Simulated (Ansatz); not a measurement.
# Cs on Ta(100): change of the work function

How does one ordered layer of Cs (top site) change the work function of Ta(100), and what dipole does each adsorbate carry?

Program: Ansatz 0.2.0. Level of theory: plane-wave DFT, PBE, Ansatz PAW. Values are calculated unless marked as measured.

Report form: inputs, costs, results and the conclusion, without the logs.

### 1. Starting point

The cell holds 5 atoms: 5 Ta. Cell: a = 3.310 Å, b = 3.310 Å, c = 24.620 Å, α = 90.0°, β = 90.0°, γ = 90.0°. Vacuum lies along c.

### 2. The clean slab

The bare slab comes first, as the zero from which every change is counted. The two lowest layers are held at bulk places and the upper ones relax. The dipole correction removes the false field that a one-sided slab makes across the periodic vacuum, so each face gets a flat vacuum level of its own.

Input file input.yaml:

```yaml
crystal:
  lattice:
    - [3.31, 0.0, 0.0]
    - [0.0, 3.31, 0.0]
    - [0.0, 0.0, 24.62]
  atoms:
    - { symbol: Ta, position: [0.0, 0.0, 0.3655564582] }
    - { symbol: Ta, position: [0.5, 0.5, 0.4327782291] }
    - { symbol: Ta, position: [0.0, 0.0, 0.5] }
    - { symbol: Ta, position: [0.5, 0.5, 0.5672217709] }
    - { symbol: Ta, position: [0.0, 0.0, 0.6344435418] }
kpoints:
  mp_grid: { grid: [9, 9, 1] }
hamiltonian:
  xc: pbe
scf:
  occupations: { method: fermi_dirac, width: 0.1 }
  convergence: { dr2_threshold: 1.0e-08 }
efield:
  axis: 3
  dipole_correction: true
  ramp_position: 0.97
  ramp_width: 0.06
relax:
  f_tol: 0.02
  max_steps: 60
  constraints: [{ sites: [0, 1] }]
output:
  write_potential: true
  write_density: true
  volumetric_format: npy
```

Command:

```console
$ ansatz run input.yaml --threads 4 --pin off --max-ram 6144MiB --backend cpu --events-out ev --progress --plain --runs-dir out
```

It took 18 s on 4 threads of Arm Neoverse V1, shared host; peak memory 0.59 GiB.

Relaxation path:

| step | energy less that of the first step (eV) | largest force component (eV/Å) |
| --- | --- | --- |
| 1 | 0.0000 | 1.4257 |
| 2 | -0.0100 | 1.9585 |
| 3 | -0.1511 | 0.1827 |
| 4 | -0.1533 | 0.0670 |
| 5 | -0.1540 | 0.0082 |

The run keeps the 8 symmetry operations that the program found, so distortions that break them were not tested.

The atoms that moved most (Å):

| atom | dx | dy | dz | length |
| --- | --- | --- | --- | --- |
| Ta5 | 0.000 | 0.000 | -0.165 | 0.165 |
| Ta4 | 0.000 | 0.000 | 0.047 | 0.047 |
| Ta3 | 0.000 | 0.000 | 0.013 | 0.013 |

Final coordinates:

```xyz
5
Lattice="3.3100 0.0000 0.0000 0.0000 3.3100 0.0000 0.0000 0.0000 24.6200" Properties=species:S:1:pos:R:3
Ta    0.0000    0.0000    9.0000
Ta    1.6550    1.6550   10.6550
Ta    0.0000    0.0000   12.3232
Ta    1.6550    1.6550   14.0124
Ta    0.0000    0.0000   15.4553
```

Numbers from this step:

* energy at zero smearing: -49657.6592 eV
* work function, upper face: 3.765 eV
* work function, lower face: 3.964 eV
* dipole along the normal: 0.01202 e·Å
* step between the vacuum levels: -0.1986 eV

Running mean over 1.655 Å of the planar mean; the ramp of the sawtooth is left out. Electron's electrostatic potential energy less the Fermi level against z:

z (Å), electron's electrostatic potential energy less the Fermi level (eV) and a bar from the least value:
```
      3.5        4.0 ##############################
      4.0        4.0 ##############################
      4.5        4.0 ##############################
      5.0        3.9 ##############################
      5.5        3.9 ##############################
      6.0        3.8 ##############################
      6.5        3.6 #############################
      7.0        3.0 ############################
      7.5        1.2 #########################
      8.0       -2.6 ##################
      8.5       -7.3 #########
      9.0       -9.8 ####
      9.5      -10.3 ###
     10.0      -10.2 ###
     10.5      -10.1 ###
     11.0      -10.0 ####
     11.5      -10.0 ####
     12.0      -10.1 ###
     12.5      -10.0 ####
     13.0       -9.8 ####
     13.5      -10.0 ####
     14.0      -10.7 ##
     14.5      -11.9 
     15.0      -11.9 
     15.5      -10.3 ###
     16.0       -6.9 #########
     16.5       -2.1 ##################
     17.0        1.4 #########################
     17.5        3.0 ############################
     18.0        3.5 #############################
     18.5        3.7 #############################
     19.0        3.7 ##############################
     19.5        3.8 ##############################
     20.0        3.8 ##############################
     20.5        3.8 ##############################
     21.0        3.8 ##############################
     21.5        3.8 ##############################
```

The relaxation took 5 steps and lowered the energy by 0.15 eV; the largest force on the free atoms ends at 0.0082 eV/Å.

The work function of the upper face is 3.77 eV.

### 3. Adsorbate added

System of this step: Cs/Ta(100). The cell holds 21 atoms: 20 Ta and 1 Cs. Its edges and angles: a = 6.620 Å, b = 6.620 Å, c = 28.802 Å, α = 90.0°, β = 90.0°, γ = 90.0°. Vacuum lies along c.

The clean slab as it ended is repeated in the plane and the adsorbate is set on one face; the cell's size fixes the coverage, and the k-mesh shrinks with it to keep the sampling density about even. Adsorbate and upper layers relax, since the dipole depends on the height.

Input file input.yaml:

```yaml
crystal:
  lattice:
    - [6.62, 0.0, 0.0]
    - [0.0, 6.62, 0.0]
    - [0.0, 0.0, 28.8022521395]
  atoms:
    - { symbol: Ta, position: [0.0, 0.0, 0.3124755646] }
    - { symbol: Ta, position: [0.25, 0.25, 0.369936349] }
    - { symbol: Ta, position: [0.0, 0.0, 0.4278543737] }
    - { symbol: Ta, position: [0.25, 0.25, 0.4865049965] }
    - { symbol: Ta, position: [0.0, 0.0, 0.5365987376] }
    - { symbol: Ta, position: [0.0, 0.5, 0.3124755646] }
    - { symbol: Ta, position: [0.25, 0.75, 0.369936349] }
    - { symbol: Ta, position: [0.0, 0.5, 0.4278543737] }
    - { symbol: Ta, position: [0.25, 0.75, 0.4865049965] }
    - { symbol: Ta, position: [0.0, 0.5, 0.5365987376] }
    - { symbol: Ta, position: [0.5, 0.0, 0.3124755646] }
    - { symbol: Ta, position: [0.75, 0.25, 0.369936349] }
    - { symbol: Ta, position: [0.5, 0.0, 0.4278543737] }
    - { symbol: Ta, position: [0.75, 0.25, 0.4865049965] }
    - { symbol: Ta, position: [0.5, 0.0, 0.5365987376] }
    - { symbol: Ta, position: [0.5, 0.5, 0.3124755646] }
    - { symbol: Ta, position: [0.75, 0.75, 0.369936349] }
    - { symbol: Ta, position: [0.5, 0.5, 0.4278543737] }
    - { symbol: Ta, position: [0.75, 0.75, 0.4865049965] }
    - { symbol: Ta, position: [0.5, 0.5, 0.5365987376] }
    - { symbol: Cs, position: [0.0, 0.0, 0.6875244354] }
kpoints:
  mp_grid: { grid: [5, 5, 1] }
hamiltonian:
  xc: pbe
scf:
  occupations: { method: fermi_dirac, width: 0.1 }
  convergence: { dr2_threshold: 1.0e-08 }
efield:
  axis: 3
  dipole_correction: true
  ramp_position: 0.97
  ramp_width: 0.06
relax:
  f_tol: 0.02
  max_steps: 60
  constraints: [{ sites: [0, 1, 5, 6, 10, 11, 15, 16] }]
output:
  bader: true
  dos: { projected: true, e_range: [-8, 4] }
  write_potential: true
  write_density: true
  volumetric_format: npy
  elf: true
```

Wall time 7.8 min (4 threads); peak memory 4.3 GiB; 31 min of CPU time.

The steps of the relaxation:

| step | energy less that of the first step (eV) | largest force component (eV/Å) |
| --- | --- | --- |
| 1 | 0.0000 | 0.3943 |
| 2 | -0.0145 | 0.4058 |
| 3 | -0.1124 | 0.3519 |
| 4 | -0.1751 | 0.2578 |
| 5 | -0.2134 | 0.1262 |
| 6 | -0.2211 | 0.1606 |
| 7 | -0.2244 | 0.0440 |
| 8 | -0.2256 | 0.0059 |

The run keeps the 8 symmetry operations that the program found, so distortions that break them were not tested.

The atoms that moved most (Å):

| atom | dx | dy | dz | length |
| --- | --- | --- | --- | --- |
| Cs21 | 0.000 | 0.000 | -0.832 | 0.832 |
| Ta5 | 0.000 | 0.000 | -0.070 | 0.070 |
| Ta20 | 0.000 | 0.000 | 0.044 | 0.044 |
| Ta10 | 0.000 | 0.000 | 0.022 | 0.022 |
| Ta15 | 0.000 | 0.000 | 0.022 | 0.022 |
| Ta19 | -0.009 | -0.009 | -0.005 | 0.014 |
| Ta9 | 0.009 | -0.009 | -0.005 | 0.014 |
| Ta14 | -0.009 | 0.009 | -0.005 | 0.014 |

This step gave:

```yaml
energy_at_zero_smearing: -204302.0373 eV
work_function_upper_face: 1.536 eV
work_function_lower_face: 3.969 eV
dipole_along_the_normal: 0.5891 e·Å
step_between_the_vacuum_levels: -2.433 eV
```

Running mean over 1.655 Å of the planar mean; the ramp of the sawtooth is left out. Electron's electrostatic potential energy less the Fermi level against z:

z (Å), electron's electrostatic potential energy less the Fermi level (eV) and a bar from the least value:
```
        4        4.0 ##############################
        5        4.0 ##############################
        6        3.8 ##############################
        7        3.0 ############################
        8       -2.6 #################
        9       -9.8 ####
       10      -10.2 ###
       11      -10.1 ###
       12      -10.1 ###
       13       -9.8 ####
       14      -10.7 ##
       15      -11.8 
       16       -6.9 #########
       17        1.1 ########################
       18        1.0 ########################
       19       -0.8 #####################
       20        0.1 #######################
       21        1.2 #########################
       22        1.5 #########################
       23        1.5 #########################
       24        1.5 #########################
       25        1.5 #########################
```

The density of states has structure finer than the step of the table below, so its rows give means over 0.25 eV. Peaks (eV: height): -2.770: 111, -1.260: 46.4, -1.110: 52.1, -0.690: 42.1, 0.300: 44.1, 0.390: 82.0, 0.540: 47.5.

Density of states against energy, zero at the Fermi level; means over each step:

energy (eV), density of states (states/eV a cell) and a bar:
```
    -7.75          0 
    -7.50          0 
    -7.25          1 #
    -7.00          1 #
    -6.75          2 #
    -6.50          2 #
    -6.25          1 #
    -6.00          1 #
    -5.75          5 ####
    -5.50          2 ##
    -5.25          5 ####
    -5.00          2 #
    -4.75          8 ######
    -4.50          4 ###
    -4.25         11 ########
    -4.00         12 #########
    -3.75         14 ##########
    -3.50         13 ##########
    -3.25         20 ###############
    -3.00         20 ###############
    -2.75         26 ###################
    -2.50         18 #############
    -2.25         12 ########
    -2.00         13 #########
    -1.75         24 #################
    -1.50         34 ########################
    -1.25         41 ##############################
    -1.00         33 ########################
    -0.75         28 ####################
    -0.50         24 #################
    -0.25         24 ##################
     0.00         13 #########
     0.25         28 #####################
     0.50         39 ############################
     0.75         27 ####################
     1.00         24 ##################
     1.25         23 #################
     1.50         19 ##############
```

Projected DOS per atom over height of the atomic layer and energy from the Fermi level. Layers: Ta4 Ta4 Ta4 Ta4 Ta4 Cs from below.

Values in states/eV, 22 rows by 6 columns, each cell a mean:
```
1.21 0.40 0.59 0.37 1.09 0.26
1.40 0.47 0.60 0.46 1.74 0.41
2.61 0.86 0.77 0.66 2.36 0.96
1.40 0.74 0.63 0.74 1.11 0.60
1.45 1.06 0.91 1.01 1.01 0.28
1.57 0.97 1.25 0.93 1.49 0.73
1.91 1.60 2.03 1.58 2.06 0.23
1.37 1.33 1.17 1.62 1.56 0.02
0.71 0.84 0.37 0.66 0.69 0.02
0.62 0.93 0.68 0.91 0.65 0.02
1.10 1.22 1.00 1.11 1.05 0.05
0.71 0.81 0.87 0.99 0.94 0.02
0.58 0.77 0.95 0.82 0.63 0.04
0.32 0.45 0.63 0.48 0.33 0.02
0.24 0.37 0.34 0.38 0.24 0.01
0.14 0.19 0.16 0.19 0.14 0.01
0.12 0.18 0.17 0.18 0.12 0.01
0.10 0.12 0.09 0.12 0.09 0.01
0.04 0.09 0.12 0.09 0.04 0.00
0.03 0.09 0.11 0.09 0.04 0.00
0.02 0.06 0.07 0.06 0.03 0.00
0.00 0.00 0.00 0.00 0.00 0.00
```
Columns: height of the atomic layer (Å) from 9 to 19.0 (not evenly spaced); rows upwards: energy from the Fermi level (eV) from -7.96 to 1.65.

Electrostatic potential energy in the ca plane at fractional y = 0.000, with atoms of Ta and Cs within 0.2 Å of it. With pseudopotentials it is smooth inside the atoms' cores, unlike the true potential.

Ten even steps from '0' (-61 eV) to '9' (7 eV), each cell a mean:
```
03799962003799840015899865665689999999999999
36899985336899864347899986555789999999999999
78999998778999987788999998767899999999999999
99999999999999999999999999889999999999999999
99999999999999999999999999999999999999999999
89999999889999999889999999999999999999999999
57899987557899986567999999999999999999999999
14799974114799862125899999999999999999999999
02699961002699850004799999999999999999999999
03799962003799851004799999999999999999999999
36899985336899974346899999999999999999999999
78999998778999998778999999999999999999999999
99999999999999999999999999999999999999999999
99999999999999999999999999999999999999999999
89999999889999998889999998888999999999999999
57899987557899976568999986556799999999999999
14799974114799852126899975555689999999999999
02699961002699730005899865665589999999999999
```
Columns run along c (16.0 Å, from fractional 0.32 to 0.88 of the cell; values clipped at the 3rd and 97th percentile), rows up along a (6.6 Å). Atoms in or near the plane, at fractional coordinates: Ta at (0.43, 0.00), Ta at (0.53, 0.00), Ta at (0.43, 0.50), Ta at (0.54, 0.50), Cs at (0.66, 0.00).

ELF in the ca plane at fractional y = 0.000, with atoms of Ta and Cs within 0.2 Å of it. It is the smooth field of the valence electrons, not physical close to the nuclei.

Values, 10 rows by 16 columns, each cell a mean:
```
0.49 0.40 0.42 0.56 0.34 0.44 0.57 0.26 0.41 0.62 0.73 0.45 0.06 0.14 0.09 0.01
0.37 0.49 0.35 0.27 0.45 0.40 0.27 0.19 0.20 0.77 0.76 0.24 0.06 0.12 0.06 0.01
0.54 0.44 0.50 0.37 0.45 0.54 0.37 0.25 0.12 0.19 0.22 0.05 0.06 0.08 0.03 0.00
0.37 0.49 0.33 0.36 0.41 0.39 0.39 0.18 0.20 0.05 0.02 0.03 0.06 0.04 0.01 0.00
0.49 0.36 0.43 0.48 0.32 0.44 0.47 0.34 0.25 0.18 0.09 0.08 0.05 0.02 0.01 0.00
0.49 0.40 0.42 0.56 0.34 0.41 0.57 0.29 0.24 0.14 0.06 0.06 0.06 0.03 0.01 0.00
0.37 0.49 0.35 0.27 0.44 0.43 0.29 0.18 0.17 0.04 0.03 0.03 0.06 0.05 0.02 0.00
0.54 0.44 0.50 0.37 0.45 0.53 0.37 0.26 0.11 0.36 0.39 0.08 0.06 0.10 0.04 0.01
0.37 0.49 0.33 0.36 0.42 0.37 0.37 0.18 0.27 0.83 0.82 0.31 0.06 0.13 0.07 0.01
0.49 0.36 0.43 0.48 0.32 0.46 0.48 0.29 0.45 0.48 0.64 0.48 0.07 0.15 0.10 0.01
```
Columns run along c (16.0 Å, from fractional 0.32 to 0.88 of the cell), rows up along a (6.6 Å). Atoms in or near the plane, at fractional coordinates: Ta at (0.43, 0.00), Ta at (0.53, 0.00), Ta at (0.43, 0.50), Ta at (0.54, 0.50), Cs at (0.66, 0.00).

Valence density in the ca plane at fractional y = 0.000, with atoms of Ta and Cs within 0.2 Å of it. It is the smooth field of the valence electrons, not physical close to the nuclei.

Values in e/Å³, 10 rows by 16 columns, each cell a mean:
```
2.3 0.3 1.5 3.2 0.4 1.4 3.3 0.4 0.2 0.9 0.8 0.1 0.0 0.0 0.0 0.0
0.4 0.2 0.3 0.5 0.3 0.4 0.5 0.1 0.1 0.5 0.4 0.0 0.0 0.0 0.0 0.0
0.3 0.2 0.2 0.2 0.2 0.3 0.2 0.1 0.0 0.0 0.0 0.0 0.0 0.0 0.0 0.0
0.8 0.2 0.5 1.1 0.3 0.5 1.2 0.2 0.0 0.0 0.0 0.0 0.0 0.0 0.0 0.0
2.7 0.3 1.9 3.6 0.5 1.4 3.9 0.7 0.0 0.0 0.0 0.0 0.0 0.0 0.0 0.0
2.3 0.3 1.5 3.2 0.4 1.1 3.4 0.5 0.0 0.0 0.0 0.0 0.0 0.0 0.0 0.0
0.4 0.2 0.3 0.5 0.2 0.3 0.5 0.1 0.0 0.0 0.0 0.0 0.0 0.0 0.0 0.0
0.3 0.2 0.2 0.2 0.2 0.3 0.2 0.1 0.0 0.1 0.1 0.0 0.0 0.0 0.0 0.0
0.8 0.2 0.5 1.1 0.3 0.5 1.1 0.1 0.1 0.7 0.6 0.1 0.0 0.0 0.0 0.0
2.7 0.3 1.9 3.6 0.5 1.7 3.7 0.5 0.3 0.7 0.8 0.1 0.0 0.0 0.0 0.0
```
Columns run along c (16.0 Å, from fractional 0.32 to 0.88 of the cell), rows up along a (6.6 Å). Atoms in or near the plane, at fractional coordinates: Ta at (0.43, 0.00), Ta at (0.53, 0.00), Ta at (0.43, 0.50), Ta at (0.54, 0.50), Cs at (0.66, 0.00).

The relaxation took 8 steps and lowered the energy by 0.23 eV; the largest force on the free atoms ends at 0.0059 eV/Å.

By hand: a sheet of dipoles makes a step −p/(ε₀A) in the electron's potential. With e/ε₀ = 180.95 V·Å, p = 0.5891 e·Å and A = 43.82 Å², that is −180.95 × (0.5891) / 43.82 = -2.433 eV, and the two vacuum levels of the run differ by -2.433 eV.

The covered face has 1.54 eV, -2.23 eV against the clean one; the bare back face has moved by +0.00 eV, a measure of how thin the slab is.

### 4. Work function against coverage

This step: plane-wave DFT, PBE, Ansatz PAW; work function against coverage (Ansatz 0.2.0).

The runs are now put side by side.

This step gave:

```yaml
work_function_of_the_clean_face: 3.765 eV
largest_change_of_the_work_function: -2.230 eV
```

The work function of the covered face by coverage:

| coverage (adsorbates/nm²) | work function of the covered face (eV) |
| --- | --- |
| 0.000 | 3.77 |
| 2.282 | 1.54 |

The dipole per adsorbate comes from the change of the cell's dipole. Coverage, by row:

| coverage (1/nm²) | coverage (ML) | work function (eV) | change (eV) | dipole per adsorbate, positive end outwards (debye) | mean height of the added atoms over the highest substrate atom (Å) |
| --- | --- | --- | --- | --- | --- |
| 2.282 | 0.25 | 1.536 | -2.229 | 2.599 | 3.471 |

### 5. The covered slab, atoms frozen

This step: plane-wave DFT, PBE, Ansatz PAW (Ansatz 0.2.0).

To see where the charge goes, the covered slab, the bare substrate and the adsorbate layer are each run at the same frozen positions and on the same grid.

Input file input.yaml:

```yaml
crystal:
  lattice:
    - [6.62, 0.0, 0.0]
    - [0.0, 6.62, 0.0]
    - [0.0, 0.0, 28.8022521395]
  atoms:
    - { symbol: Ta, position: [0.0, 0.0, 0.3124755646] }
    - { symbol: Ta, position: [0.25, 0.25, 0.369936349] }
    - { symbol: Ta, position: [0.0, 0.0, 0.427562276] }
    - { symbol: Ta, position: [0.2513950163, 0.2513950163, 0.4863309535] }
    - { symbol: Ta, position: [0.0, 0.0, 0.5341696899] }
    - { symbol: Ta, position: [0.0, 0.5, 0.3124755646] }
    - { symbol: Ta, position: [0.25, 0.75, 0.369936349] }
    - { symbol: Ta, position: [0.0, 0.5, 0.4275802606] }
    - { symbol: Ta, position: [0.2513950163, 0.7486049837, 0.4863309535] }
    - { symbol: Ta, position: [0.0, 0.5, 0.5373593268] }
    - { symbol: Ta, position: [0.5, 0.0, 0.3124755646] }
    - { symbol: Ta, position: [0.75, 0.25, 0.369936349] }
    - { symbol: Ta, position: [0.5, 0.0, 0.4275802606] }
    - { symbol: Ta, position: [0.7486049837, 0.2513950163, 0.4863309535] }
    - { symbol: Ta, position: [0.5, 0.0, 0.5373593268] }
    - { symbol: Ta, position: [0.5, 0.5, 0.3124755646] }
    - { symbol: Ta, position: [0.75, 0.75, 0.369936349] }
    - { symbol: Ta, position: [0.5, 0.5, 0.4277005836] }
    - { symbol: Ta, position: [0.7486049837, 0.7486049837, 0.4863309535] }
    - { symbol: Ta, position: [0.5, 0.5, 0.5381247512] }
    - { symbol: Cs, position: [0.0, 0.0, 0.6586447741] }
kpoints:
  mp_grid: { grid: [5, 5, 1] }
hamiltonian:
  xc: pbe
scf:
  occupations: { method: fermi_dirac, width: 0.1 }
  convergence: { dr2_threshold: 1.0e-08 }
efield:
  axis: 3
  dipole_correction: true
  ramp_position: 0.97
  ramp_width: 0.06
output:
  write_potential: true
  write_density: true
  volumetric_format: npy
```

It took 82 s on 4 threads; peak memory 4.1 GiB; 5.4 min of CPU time.

Read from the output:

- energy at zero smearing: -204302.0375 eV
- work function, upper face: 1.538 eV
- work function, lower face: 3.968 eV
- dipole along the normal: 0.5886 e·Å
- step between the vacuum levels: -2.431 eV

The work function of the upper face is 1.54 eV.

### 6. The substrate alone

System of this step: Cs/Ta(100), substrate alone, atoms held. The cell holds 20 atoms: 20 Ta. Its edges and angles: a = 6.620 Å, b = 6.620 Å, c = 28.802 Å, α = 90.0°, β = 90.0°, γ = 90.0°. Vacuum lies along c.

The second part, atoms unmoved.

input.yaml, as its differences from that of step 5:

```diff
@@ -26,3 +26,2 @@
     - { symbol: Ta, position: [0.5, 0.5, 0.5381247512] }
-    - { symbol: Cs, position: [0.0, 0.0, 0.6586447741] }
 kpoints:
```

The job ended after 66 s (4 threads; peak memory 3.9 GiB).

This step gave:

| Quantity | Value |
| --- | --- |
| energy at zero smearing | -198630.6491 eV |
| work function, upper face | 3.763 eV |
| work function, lower face | 3.961 eV |
| dipole along the normal | 0.04788 e·Å |
| step between the vacuum levels | -0.1977 eV |

The work function of the upper face is 3.76 eV.

### 7. The adsorbate layer alone

System of this step: Cs/Ta(100), adsorbate layer alone, atoms held. The cell holds 1 atom: 1 Cs. Its edges and angles: a = 6.620 Å, b = 6.620 Å, c = 28.802 Å, α = 90.0°, β = 90.0°, γ = 90.0°. Vacuum lies along c.

The third part; a free layer of atoms may carry a moment, so spin is on.

input.yaml, the sections that differ from step 6:

```yaml
crystal:
  lattice:
    - [6.62, 0.0, 0.0]
    - [0.0, 6.62, 0.0]
    - [0.0, 0.0, 28.8022521395]
  atoms:
    - { symbol: Cs, position: [0.0, 0.0, 0.6586447741], spin: 1.0 }
magnetization:
  spin_polarized: true
# kpoints, hamiltonian, scf, efield, output: as in step 6
```

Elapsed: 9.6 s, on 4 threads; peak memory 1.2 GiB.

This step gave:

| Item | Value |
| --- | --- |
| energy at zero smearing | -5670.3247 eV |
| work function, upper face | 2.162 eV |
| dipole along the normal | 2.32e-5 e·Å |

At this spacing and smearing the free layer keeps no moment.

(Part 1 of 2 ends here.)

[Long decimals in the printed logs are rounded to 6 places.]

[Logs are printed without paths, hosts, clocks, repeated set-up lines and the standing remarks that a program may print on its own settings, such as how far it seeks lower states.]

[Hosts, paths, dates, database ids (printed as entryN), source tags and the programs' standing remarks are cut or masked in the printed files.]

[Maps of the electrostatic potential energy from Ansatz leave out the sawtooth potential of an applied field or a dipole correction, so their vacuum need not be flat; planar profiles and work functions include it.]

[The density of states shown here was stored with 400 of the rows of the run's finer table, so its peaks can read low, often by over a quarter, or be missed, and its means over a window can be off by a tenth or more.]
